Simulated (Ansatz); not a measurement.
# SrEuAl4Si4 (Eu on 50 % of the Sr sites, one arrangement): which shell does photoemission see at 21.2 and 100 eV? (PBE)

The valence band of SrEuAl4Si4 (Eu on 50 % of the Sr sites, one arrangement) mixes several shells. Work out by hand which one leads the spectrum's area at each photon energy.

Filled states come from the projected DOS of Ansatz 0.2.0 (PBE+U, plane waves); cross sections σ and asymmetry parameters β are those of free atoms in a Dirac–Hartree–Slater calculation. A shell's area is states × σ × angular factor, which is 1 − β·P₂(cos θ)/2 for unpolarised light, with θ = 60° from the beam and P₂ = -0.125.

**At 21.2 eV** (states counted from 11.2 eV below the zero; other shells add 3.5 to the products' sum of 20.9):

```
shell  filled states a cell  cross section (Mb an electron)     β  angular factor  product  share by hand (%)  share in the simulated spectrum (%)
Eu 5d                  3.20                            2.63  0.67            1.04     8.76                 42                                   42
Eu 4f                 13.96                           0.206  1.53            1.10     3.15                 15                                   15
Si 3s                  9.93                           0.129  2.00            1.12     1.44                  7                                    7
Si 3p                 26.16                           0.148  0.75            1.05     4.05                 19                                   19
```

**At 100 eV** (states counted from 21.1 eV below the zero; other shells add 2.4 to the products' sum of 16.7):

| shell | filled states a cell | cross section (Mb an electron) | β | angular factor | product | share by hand (%) | share in the simulated spectrum (%) |
| --- | --- | --- | --- | --- | --- | --- | --- |
| Eu 5d | 3.24 | 0.0127 | 1.86 | 1.12 | 0.0461 | 0 | 0 |
| Eu 4f | 13.96 | 0.796 | 0.38 | 1.02 | 11.4 | 68 | 68 |
| Si 3s | 10.01 | 0.0756 | 2.00 | 1.12 | 0.851 | 5 | 5 |
| Si 3p | 26.49 | 0.0705 | 1.54 | 1.10 | 2.05 | 12 | 12 |

Eu 5d leads at 21.2 eV and Eu 4f at 100 eV. Between the two energies σ of Eu 5d changes by a factor 0.0048 and that of Eu 4f by 3.9, so their ratio moves 799-fold in favour of the second. The simulated spectrum uses the same rule on the energy-resolved DOS, so the two share columns agree within a few points.

Only crystals where the two columns agree within 4 points and the lead is clear are worked in this form. Free-atom cross sections ignore the solid's final states, no escape depth or background enters, and the count of states a shell hangs on the projection.

[Logs are printed without paths, hosts, clocks, repeated set-up lines and the standing remarks that a program may print on its own settings, such as how far it seeks lower states.]
